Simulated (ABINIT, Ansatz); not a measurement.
## SnGeSe3 (Pm-3m): zone-centre phonons

Which modes does SnGeSe3 (Pm-3m) have at the zone centre?

Calculated with ABINIT 10.8.3; DFT LDA, scalar-relativistic, plane waves, HGH norm-conserving pseudopotentials.

The structure was built from a prototype and need not be the compound's stable phase.

## (1) The starting structure

The structure is cubic, space group Pm-3m (No. 221). The conventional cell has a = 4.920 Å, b = 4.920 Å, c = 4.920 Å, α = 90.00°, β = 90.00°, γ = 90.00°. Nearest to Sn lie 12 Se at 3.48 Å. Nearest to Ge lie 6 Se at 2.46 Å. Nearest to Se lie 2 Ge at 2.46 Å. Farther neighbours and most contacts between anions are not listed.

## (2) A probe with smearing

A first run with smearing and empty bands tells whether the crystal has a gap, which decides between fixed occupations and smearing later on.

The input, probe.abi:

```
# ground state
tolvrs 1.0d-08
prtden 1
prtwf 1

# basis, mesh and filling
ecut 20.0
ixc 7
ngkpt 4 4 4
nshiftk 1
shiftk 0.0 0.0 0.0
istwfk *1
occopt 7
tsmear 0.005
nband 20
nstep 100
diemac 9.0
prtebands 0
prtgsr 0

# cell and atoms
acell 9.296696643 9.296696643 9.296696643
rprim 
    1.0 0.0 0.0
    0.0 1.0 0.0
    0.0 0.0 1.0
ntypat 3
znucl 50 32 34
natom 5
typat 1 2 3 3 3
xred 
    0.0 0.0 0.0
    0.5 0.5 0.5
    0.5 0.5 0.0
    0.5 0.0 0.5
    0.0 0.5 0.5
pp_dirpath "./pseudo"
pseudos "Sn.hgh, Ge.hgh, Se.hgh"
```

The run is started by

```bash
OMP_NUM_THREADS=1 mpirun -n 4 abinit probe.abi > probe.log
```

Numbers of over 12 decimals in the logs are rounded to 6 here.

probe.abo, the main output file:

```text
[banners, grids, parts of the stress and lines that vanish by symmetry left out]
- input  file    -> probe.abi
- output file    -> probe.abo
- root for input  files -> probei
[...]
Symmetries : space group Pm -3 m (#221); Bravais cP (primitive cubic)
[...]
mpw =        3468          nfft =       64000          nkpt =          10
[...]
== DATASET  1 ==================================================================
[...]
cutoff_energies: {ecut:  20.0, pawecutdg:  -1.0, }
[...]
Exchange-correlation functional for the present dataset will be:
  LDA: Perdew-Wang 92 LSD fit to Ceperley-Alder data - ixc=7
[...]
ETOT  1  -35.961230361691    -3.596E+01 2.346E-02 1.782E+02
 ETOT  2  -36.021930732986    -6.070E-02 1.531E-03 2.191E+01
 ETOT  3  -36.030289913381    -8.359E-03 6.055E-04 1.440E+00
 ETOT  4  -36.030702435525    -4.125E-04 2.015E-04 1.698E-02
 ETOT  5  -36.030705715687    -3.280E-06 7.364E-05 3.117E-04
 ETOT  6  -36.030705795419    -7.973E-08 5.386E-05 1.012E-05
 ETOT  7  -36.030705798480    -3.061E-09 2.352E-05 1.770E-07
 ETOT  8  -36.030705798531    -5.077E-11 1.772E-05 5.642E-10
 At SCF step    8       vres2   =  5.64E-10 < tolvrs=  1.00E-08 =>converged.
[...]
sigma(1 1)=  6.15173478E-05  sigma(3 2)=  0.00000000E+00
  sigma(2 2)=  6.15173478E-05  sigma(3 1)=  0.00000000E+00
  sigma(3 3)=  6.15173478E-05  sigma(2 1)=  0.00000000E+00
[...]
convergence: {deltae: -5.077E-11, res2:  5.642E-10, residm:  1.772E-05, diffor: null, }
etotal    :  -3.60307058E+01
[...]
sigma(1 1)=  6.15173478E-05  sigma(3 2)=  0.00000000E+00
  sigma(2 2)=  6.15173478E-05  sigma(3 1)=  0.00000000E+00
  sigma(3 3)=  6.15173478E-05  sigma(2 1)=  0.00000000E+00
[...]
- sigma(1 1)=  1.80990286E+00  sigma(3 2)=  0.00000000E+00
- sigma(2 2)=  1.80990286E+00  sigma(3 1)=  0.00000000E+00
- sigma(3 3)=  1.80990286E+00  sigma(2 1)=  0.00000000E+00
[...]
fcart     -0.0000000000E+00 -0.0000000000E+00 -0.0000000000E+00
           strten      6.1517347837E-05  6.1517347837E-05  6.1517347837E-05
================================================================================

[key lines of the parts left out:]
pressure_GPa:  -1.8099E+00
```

Elapsed: 7.3 s, on 4 MPI ranks of Arm Neoverse V1, shared host.

Read from the output:

* volume per atom: 23.81 Å³
* pressure: -1.810 GPa
* gap on the k-mesh: 0 eV

No gap opens on this mesh, so smearing is kept; the printed pressure holds the stress of the finite basis too.

## (3) Rough relaxation

The typed start is rough, so a first relaxation with smearing and loose thresholds takes it towards rest cheaply.

The input, prerelax.abi:

```
# relaxation
ionmov 2
optcell 2
dilatmx 1.15
chkdilatmx 0
ntime 40
tolmxf 3.0d-04
tolvrs 1.0d-10
prtwf 0
prtden 0
chksymtnons 0

# basis, mesh and filling
ecut 21.0
ecutsm 3.0
ixc 7
ngkpt 4 4 4
nshiftk 1
shiftk 0.0 0.0 0.0
istwfk *1
occopt 7
tsmear 0.005
nband 20
nstep 100
diemac 1000000.0
prtebands 0
prtgsr 0

# cell and atoms
acell 9.296696643 9.296696643 9.296696643
rprim 
    1.0 0.0 0.0
    0.0 1.0 0.0
    0.0 0.0 1.0
ntypat 3
znucl 50 32 34
natom 5
typat 1 2 3 3 3
xred 
    0.0 0.0 0.0
    0.5 0.5 0.5
    0.5 0.5 0.0
    0.5 0.0 0.5
    0.0 0.5 0.5
pp_dirpath "./pseudo"
pseudos "Sn.hgh, Ge.hgh, Se.hgh"
```

The run is started by

```bash
OMP_NUM_THREADS=1 mpirun -n 4 abinit prerelax.abi > prerelax.log
```

prerelax.abo, the main output file:

```text
[banners, grids, parts of the stress and lines that vanish by symmetry left out]
- input  file    -> prerelax.abi
- output file    -> prerelax.abo
- root for input  files -> prerelaxi
[...]
Symmetries : space group Pm -3 m (#221); Bravais cP (primitive cubic)
[...]
mpw =        5656          nfft =      110592          nkpt =          10
[...]
== DATASET  1 ==================================================================
[...]
cutoff_energies: {ecut:  21.0, pawecutdg:  -1.0, }
[...]
Exchange-correlation functional for the present dataset will be:
  LDA: Perdew-Wang 92 LSD fit to Ceperley-Alder data - ixc=7
[...]
ETOT  1  -35.958802224876    -3.596E+01 1.583E-02 3.092E+02
 ETOT  2  -36.025760868394    -6.696E-02 3.675E-03 1.582E+01
 ETOT  3  -36.029454449261    -3.694E-03 5.805E-04 1.600E+00
 ETOT  4  -36.029719259645    -2.648E-04 5.900E-04 1.170E-02
[...]
ETOT  8  -36.029834565779     2.061E-13 2.977E-03 1.092E-12
 At SCF step    8       vres2   =  1.09E-12 < tolvrs=  1.00E-10 =>converged.
[...]
sigma(1 1)= -3.90392028E-07  sigma(3 2)=  0.00000000E+00
  sigma(2 2)= -3.90392028E-07  sigma(3 1)=  0.00000000E+00
  sigma(3 3)= -3.90392028E-07  sigma(2 1)=  0.00000000E+00
[...]
convergence: {deltae:  2.061E-13, res2:  1.092E-12, residm:  2.977E-03, diffor: null, }
etotal    :  -3.60298346E+01
[...]
At Broyd/MD step   3, gradients are converged :
[...]
sigma(1 1)= -3.90392028E-07  sigma(3 2)=  0.00000000E+00
  sigma(2 2)= -3.90392028E-07  sigma(3 1)=  0.00000000E+00
  sigma(3 3)= -3.90392028E-07  sigma(2 1)=  0.00000000E+00
[...]
- sigma(1 1)= -1.14857300E-02  sigma(3 2)=  0.00000000E+00
- sigma(2 2)= -1.14857300E-02  sigma(3 1)=  0.00000000E+00
- sigma(3 3)= -1.14857300E-02  sigma(2 1)=  0.00000000E+00
[...]
fcart     -0.0000000000E+00 -0.0000000000E+00 -0.0000000000E+00
           strten     -3.9039202834E-07 -3.9039202834E-07 -3.9039202834E-07
================================================================================

[key lines of the parts left out:]
pressure_GPa:   1.1486E-02
Total energy (etotal) [Ha]= -3.60298345657785E+01
```

Run time: 30 s. Hardware: 4 MPI ranks.

Relaxation path:

```csv
step,energy less that of the first step (eV),largest force (eV/Å),volume (Å³)
1,0.0000,0.0000,119.07
2,-0.0010,0.0000,118.81
3,-0.0031,0.0000,117.65
```

```csv
"conventional cell, symmetrised",before,after,change
a (Å),4.920,4.900,-0.4 %
b (Å),4.920,4.900,-0.4 %
c (Å),4.920,4.900,-0.4 %
volume (Å³/atom),23.81,23.53,-1.2 %
```

The relaxed structure:

```xyz
5
Lattice="4.9000 0.0000 0.0000 0.0000 4.9000 0.0000 0.0000 0.0000 4.9000" Properties=species:S:1:pos:R:3 pbc="T T T"
Sn    0.0000    0.0000    0.0000
Ge    2.4500    2.4500    2.4500
Se    2.4500    2.4500    0.0000
Se    2.4500    0.0000    2.4500
Se    0.0000    2.4500    2.4500
```

Numbers from this step:

```yaml
volume_per_atom: 23.53 Å³
pressure: 0.01149 GPa
```

The volume changes by -1.2 % in this run and stands -1.2 % from the first cell.

## (4) Relaxation

The harmonic expansion needs vanishing forces, and a free crystal bears no stress, so cell and atoms are brought to rest. Stress is more sensitive to the basis than forces are: the last 3 Ha under the cutoff are smoothed with ecutsm, and the cutoff is raised above that of the later runs.

The input, relax.abi:

```
# relaxation
ionmov 2
optcell 2
dilatmx 1.08
ntime 40
tolmxf 1.0d-05
tolvrs 1.0d-14
prtwf 0
prtden 0
chksymtnons 0

# basis, mesh and filling
ecut 26.0
ecutsm 3.0
ixc 7
ngkpt 6 6 6
nshiftk 1
shiftk 0.0 0.0 0.0
istwfk *1
occopt 6
tsmear 0.01
nband 20
nstep 100
diemac 1000000.0
prtebands 0
prtgsr 0

# cell and atoms
acell 9.259671039 9.259671039 9.259671039
rprim 
    1.0 0.0 0.0
    0.0 1.0 0.0
    0.0 0.0 1.0
ntypat 3
znucl 50 32 34
natom 5
typat 1 2 3 3 3
xred 
    0.0 0.0 0.0
    0.5 0.5 0.5
    0.5 0.5 0.0
    0.5 0.0 0.5
    0.0 0.5 0.5
pp_dirpath "./pseudo"
pseudos "Sn.hgh, Ge.hgh, Se.hgh"
```

The run is started by

```bash
OMP_NUM_THREADS=1 mpirun -n 4 abinit relax.abi > relax.log
```

relax.abo, the main output file:

```text
[banners, grids, parts of the stress and lines that vanish by symmetry left out]
- input  file    -> relax.abi
- output file    -> relax.abo
- root for input  files -> relaxi
[...]
Symmetries : space group Pm -3 m (#221); Bravais cP (primitive cubic)
[...]
mpw =        6382          nfft =      110592          nkpt =          20
[...]
== DATASET  1 ==================================================================
[...]
cutoff_energies: {ecut:  26.0, pawecutdg:  -1.0, }
[...]
Exchange-correlation functional for the present dataset will be:
  LDA: Perdew-Wang 92 LSD fit to Ceperley-Alder data - ixc=7
[...]
ETOT  1  -35.948162626345    -3.595E+01 2.251E-02 3.440E+02
 ETOT  2  -36.024064007202    -7.590E-02 9.246E-03 5.332E+01
 ETOT  3  -36.036396776309    -1.233E-02 8.465E-04 1.748E+00
 ETOT  4  -36.036587798071    -1.910E-04 4.083E-04 1.474E-02
 ETOT  5  -36.036589399132    -1.601E-06 1.331E-04 2.946E-04
[...]
At SCF step   11       vres2   =  2.05E-15 < tolvrs=  1.00E-14 =>converged.
[...]
sigma(1 1)= -8.11685543E-07  sigma(3 2)=  0.00000000E+00
  sigma(2 2)= -8.11685543E-07  sigma(3 1)=  0.00000000E+00
  sigma(3 3)= -8.11685543E-07  sigma(2 1)=  0.00000000E+00
[...]
convergence: {deltae:  2.913E-13, res2:  2.049E-15, residm:  6.434E-05, diffor: null, }
etotal    :  -3.60365894E+01
[...]
ETOT  1  -36.036589420387    -3.604E+01 4.168E-05 4.207E-04
[...]
At SCF step    8       vres2   =  1.60E-16 < tolvrs=  1.00E-14 =>converged.
[...]
sigma(1 1)= -6.57006620E-07  sigma(3 2)=  0.00000000E+00
  sigma(2 2)= -6.57006620E-07  sigma(3 1)=  0.00000000E+00
  sigma(3 3)= -6.57006620E-07  sigma(2 1)=  0.00000000E+00
[...]
convergence: {deltae:  4.690E-13, res2:  1.605E-16, residm:  4.497E-06, diffor: null, }
etotal    :  -3.60365895E+01
[...]
ETOT  1  -36.036588706719    -3.604E+01 8.070E-06 7.604E-03
[...]
ETOT  7  -36.036589547932     9.450E-13 3.103E-06 2.209E-13
 ETOT  8  -36.036589547932    -6.821E-13 4.843E-06 2.752E-15
 At SCF step    8       vres2   =  2.75E-15 < tolvrs=  1.00E-14 =>converged.
[...]
sigma(1 1)= -5.84628458E-10  sigma(3 2)=  0.00000000E+00
  sigma(2 2)= -5.84628459E-10  sigma(3 1)=  0.00000000E+00
  sigma(3 3)= -5.84628459E-10  sigma(2 1)=  0.00000000E+00
[...]
convergence: {deltae: -6.821E-13, res2:  2.752E-15, residm:  4.843E-06, diffor: null, }
etotal    :  -3.60365895E+01
[...]
At Broyd/MD step   3, gradients are converged :
[...]
sigma(1 1)= -5.84628458E-10  sigma(3 2)=  0.00000000E+00
  sigma(2 2)= -5.84628459E-10  sigma(3 1)=  0.00000000E+00
  sigma(3 3)= -5.84628459E-10  sigma(2 1)=  0.00000000E+00
[...]
- sigma(1 1)= -1.72003631E-05  sigma(3 2)=  0.00000000E+00
- sigma(2 2)= -1.72003631E-05  sigma(3 1)=  0.00000000E+00
- sigma(3 3)= -1.72003631E-05  sigma(2 1)=  0.00000000E+00
[...]
fcart     -0.0000000000E+00 -0.0000000000E+00 -0.0000000000E+00
           strten     -5.8462845806E-10 -5.8462845893E-10 -5.8462845893E-10
================================================================================

[key lines of the parts left out:]
pressure_GPa:   1.7200E-05
Total energy (etotal) [Ha]= -3.60365895479325E+01
```

It took 58 s on 4 MPI ranks; 3.9 min of CPU time.

Little changed from the start: no atom moved by 0.005 Å and no cell edge by 0.1 %.

This step gave:

```yaml
volume_per_atom: 23.54 Å³
pressure: 1.72e-5 GPa
```

The volume changes by +0.0 % in this run and stands -1.2 % from the first cell.

## (5) Self-consistent run for the response

The response is built on these wavefunctions, so the potential is converged far more tightly than an energy would need. Smearing stays on, as the first look found no gap above 0.3 eV.

The input, gs.abi:

```
# ground state
tolvrs 1.0d-16
prtden 1
prtwf 1

# basis, mesh and filling
ecut 20.0
ixc 7
ngkpt 6 6 6
nshiftk 1
shiftk 0.0 0.0 0.0
istwfk *1
occopt 6
tsmear 0.01
nband 20
nstep 100
diemac 1000000.0
prtebands 0
prtgsr 0

# cell and atoms
acell 9.260854615 9.260854615 9.260854615
rprim 
    1.0 0.0 0.0
    0.0 1.0 0.0
    0.0 0.0 1.0
ntypat 3
znucl 50 32 34
natom 5
typat 1 2 3 3 3
xred 
    0.0 0.0 0.0
    0.5 0.5 0.5
    0.5 0.5 0.0
    0.5 0.0 0.5
    0.0 0.5 0.5
pp_dirpath "./pseudo"
pseudos "Sn.hgh, Ge.hgh, Se.hgh"
```

The run is started by

```bash
OMP_NUM_THREADS=1 mpirun -n 4 abinit gs.abi > gs.log
```

gs.abo, the main output file:

```text
[banners, grids, parts of the stress and lines that vanish by symmetry left out]
- input  file    -> gs.abi
- output file    -> gs.abo
- root for input  files -> gsi
[...]
Symmetries : space group Pm -3 m (#221); Bravais cP (primitive cubic)
[...]
mpw =        3448          nfft =       64000          nkpt =          20
[...]
== DATASET  1 ==================================================================
[...]
cutoff_energies: {ecut:  20.0, pawecutdg:  -1.0, }
[...]
Exchange-correlation functional for the present dataset will be:
  LDA: Perdew-Wang 92 LSD fit to Ceperley-Alder data - ixc=7
[...]
ETOT  1  -35.942274087516    -3.594E+01 2.301E-02 1.967E+02
 ETOT  2  -36.017932241519    -7.566E-02 3.967E-03 3.019E+01
 ETOT  3  -36.029983179147    -1.205E-02 7.159E-04 9.573E-01
 ETOT  4  -36.030165795910    -1.826E-04 3.290E-04 7.501E-03
 ETOT  5  -36.030167198779    -1.403E-06 1.508E-04 1.858E-04
[...]
ETOT 11  -36.030167226017    -2.203E-13 2.187E-05 9.354E-16
 ETOT 12  -36.030167226017     2.132E-13 1.084E-05 1.034E-17
 At SCF step   12       vres2   =  1.03E-17 < tolvrs=  1.00E-16 =>converged.
[...]
sigma(1 1)=  3.73258603E-05  sigma(3 2)=  0.00000000E+00
  sigma(2 2)=  3.73258603E-05  sigma(3 1)=  0.00000000E+00
  sigma(3 3)=  3.73258603E-05  sigma(2 1)=  0.00000000E+00
[...]
convergence: {deltae:  2.132E-13, res2:  1.034E-17, residm:  1.084E-05, diffor: null, }
etotal    :  -3.60301672E+01
[...]
sigma(1 1)=  3.73258603E-05  sigma(3 2)=  0.00000000E+00
  sigma(2 2)=  3.73258603E-05  sigma(3 1)=  0.00000000E+00
  sigma(3 3)=  3.73258603E-05  sigma(2 1)=  0.00000000E+00
[...]
- sigma(1 1)=  1.09816472E+00  sigma(3 2)=  0.00000000E+00
- sigma(2 2)=  1.09816472E+00  sigma(3 1)=  0.00000000E+00
- sigma(3 3)=  1.09816472E+00  sigma(2 1)=  0.00000000E+00
[...]
fcart     -0.0000000000E+00 -0.0000000000E+00 -0.0000000000E+00
           strten      3.7325860303E-05  3.7325860303E-05  3.7325860303E-05
================================================================================

[key lines of the parts left out:]
pressure_GPa:  -1.0982E+00
```

Wall time 16 s (4 MPI ranks).

Read from the output:

```
pressure : -1.098 GPa
```

The cell stands at -1.1 GPa: the relaxation ran with a smoothed and higher cutoff, and the difference is a stress of the finite basis.

[end of part 1 of 5]

[Host names and launcher messages were left out of these logs when they were recorded.]

[Logs are printed without paths, hosts, clocks, repeated set-up lines and the standing remarks that a program may print on its own settings, such as how far it seeks lower states.]

[Hosts, paths, dates, database ids (printed as entryN), source tags and the programs' standing remarks are cut or masked in the printed files.]
